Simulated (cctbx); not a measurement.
**Accept or mend?**

Cell a = 11.9530 Å, b = 11.9530 Å, c = 11.9530 Å, α = 90.00°, β = 90.00°, γ = 90.00°; space group Fm-3m (no. 225). The compound is Cs3CuBr6.

Simulated single-crystal data (cctbx): Cu Kα, λ = 1.54184 Å, to d = 0.83 Å, 95 % of the full sphere, strongest reflection 5000 counts, noise from counting, a 1.5 % proportional error and a noise floor of 8 counts (s.d.); no absorption.

An isotropic refinement with weights 1/σ² prints:

```text
Rint 0.052, 110 unique reflections to 0.84 A
cycle     R1     wR2    GooF  max shift (A)
   1  0.6377  0.9151  60.281   0.07333
   9  0.0383  0.1367   9.004   0.00027
final R1 0.0383 wR2 0.1367 GooF 9.003  parameters 9  data/parameter 12.2
atom        x        y        z      Ueq    occ   su(xyz)  su(Uiso or U11)
Cs1    0.50000  0.00000  0.00000   0.0056  1.000  0.00000  0.0015
Cs2    0.25000  0.75000  0.75000   0.0072  1.000  0.00000  0.0012
Br1    0.00000  0.00000  0.77692   0.0074  1.000  0.00036  0.0012
Cu1    0.00000  0.00000  0.00000   0.0077  1.000  0.00000  0.0035
Cu2    0.74983  0.52115  0.37681   0.7807  1.000  0.01014  0.0453
difference map: max 1.83 min -3.23 rms 0.72
Q1    0.0000  0.0000  0.2219   24    1.85  0.01 A from Br1
Q2    0.1326  0.1326  0.3674   32    1.24  1.94 A from Cu2
Q3    0.1444  0.1444  0.1444   32    1.07  1.96 A from Cu2
Q4    0.0513  0.2500  0.2500   48    0.91  1.56 A from Cu2
Q5    0.0000  0.2500  0.2500   24    0.72  1.54 A from Cu2
Q6    0.0000  0.1652  0.1652   48    0.71  1.16 A from Cu2
```

Q: Accept it or mend it, and why?

Mend it. The fault: spurious atom: Cu2. Against the right model at the same level, R1 goes from 0.0093 to 0.0383 and GooF from 1.03 to 9.00, Cu2 takes U = 0.78 Å², the top difference peak, 1.9 e/Å³, lies on Br1 and a hole of -3.2 e/Å³ opens. A site with no density behind it hides by a very large U or drifts.

The compound is Cs3CuBr6. The right model at the same level gives:

```text
Rint 0.052, 110 unique reflections to 0.84 A
cycle     R1     wR2    GooF  max shift (A)
   1  0.0852  0.1793  11.583   0.00586
   2  0.0093  0.0159   1.027   0.00000
final R1 0.0093 wR2 0.0159 GooF 1.027  parameters 5  data/parameter 22.0
atom        x        y        z      Ueq    occ   su(xyz)  su(Uiso or U11)
Cs1    0.50000  0.00000  0.00000   0.0064  1.000  0.00000  0.0002
Cs2    0.25000  0.75000  0.75000   0.0080  1.000  0.00000  0.0001
Br1    0.00000  0.00000  0.77689   0.0083  1.000  0.00004  0.0001
Cu1    0.00000  0.00000  0.00000   0.0084  1.000  0.00000  0.0004
difference map: max 0.52 min -0.85 rms 0.11
Q1    0.0622  0.0622  0.4378   32    0.54  1.29 A from Cs1
Q2    0.1533  0.1533  0.1533   32    0.46  2.00 A from Cs2
Q3    0.0000  0.1698  0.1698   48    0.45  2.13 A from Br1
Q4    0.1415  0.1415  0.3585   32    0.37  2.25 A from Cs2
Q5    0.0000  0.0497  0.2783   96    0.36  0.89 A from Br1
Q6    0.0000  0.0000  0.3961   24    0.35  1.24 A from Cs1
```

Isotropic U is held between 0.0001 and 1 Å² by the program, and listed peak heights are interpolated, so they can pass the grid's maximum.

The model was made for the exercise: a known structure type with other elements put in, its volume estimated, not relaxed; displacement parameters are assumed.

[Middle refinement cycles are left out of these outputs.]

[Logs are printed without paths, hosts, clocks, repeated set-up lines and the standing remarks that a program may print on its own settings, such as how far it seeks lower states.]
